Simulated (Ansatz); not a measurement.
An input for Ansatz 0.2.0 (BaTiO3 (P4/mmm)):

```yaml
crystal:
  lattice:
    - [4.08612, 0.0, 0.0]
    - [0.0, 4.006, 0.0]
    - [0.0, 0.0, 4.006]
  atoms:
    - { symbol: Ba, position: [0.5, 0.5, 0.5] }
    - { symbol: Ti, position: [0.0, 0.0, 0.0] }
    - { symbol: O, position: [0.5, 0.0, 0.0] }
    - { symbol: O, position: [0.0, 0.5, 0.0] }
    - { symbol: O, position: [0.0, 0.0, 0.5] }
kpoints:
  mp_grid: { grid: [4, 4, 4] }
  band_path:
    path: [[0.0, 0.0, 0.0], [0.0, 0.5, 0.0], [0.5, 0.5, 0.0], [0.5, 0.5, 0.5]]
    npoints: 1
hamiltonian:
  xc: hse06
  pseudopotentials: { kind: paw, azcp: { folder: soft_1 } }
scf:
  occupations: { method: fixed }
  n_extra_bands: 5
output:
  eigenvalues: true
  write_density: true
  write_potential: true
  elf: true
  volumetric_format: npy
```

```sh
ansatz run input.yaml --threads 3 --pin off --max-ram 92160MiB --backend cuda --events-out ev --progress --plain --runs-dir out --devices 1 --max-vram 13GiB
```

Estimate wall time and host memory on 1 × NVIDIA H100 80GB HBM3 (shared by 6 runs) with 3 threads of AMD EPYC 7R13 (Zen 3), shared host.

It took 20 s; on shared hardware allow 10 s to 41 s. Peak host memory was 1.2 GiB. The sizes that set the cost: 1301 plane waves a state, 18 irreducible k points and 18 SCF cycles.

Exact exchange couples every pair of k points and filled bands, so it costs far more than a semilocal run.

[Paths, hosts, dates, memory and timing lines, banners, echoed tables and standing remarks are left out of the program output.]

[Logs are printed without paths, hosts, clocks, repeated set-up lines and the standing remarks that a program may print on its own settings, such as how far it seeks lower states.]

[Runs of the session that timed out or met a known fault of the program may be left out.]

[Cells called generated may have been cut or substituted from an entry of the Crystallography Open Database or the Materials Project.]

[Hosts, paths, dates, database ids (printed as entryN), source tags and the programs' standing remarks are cut or masked in the printed files.]
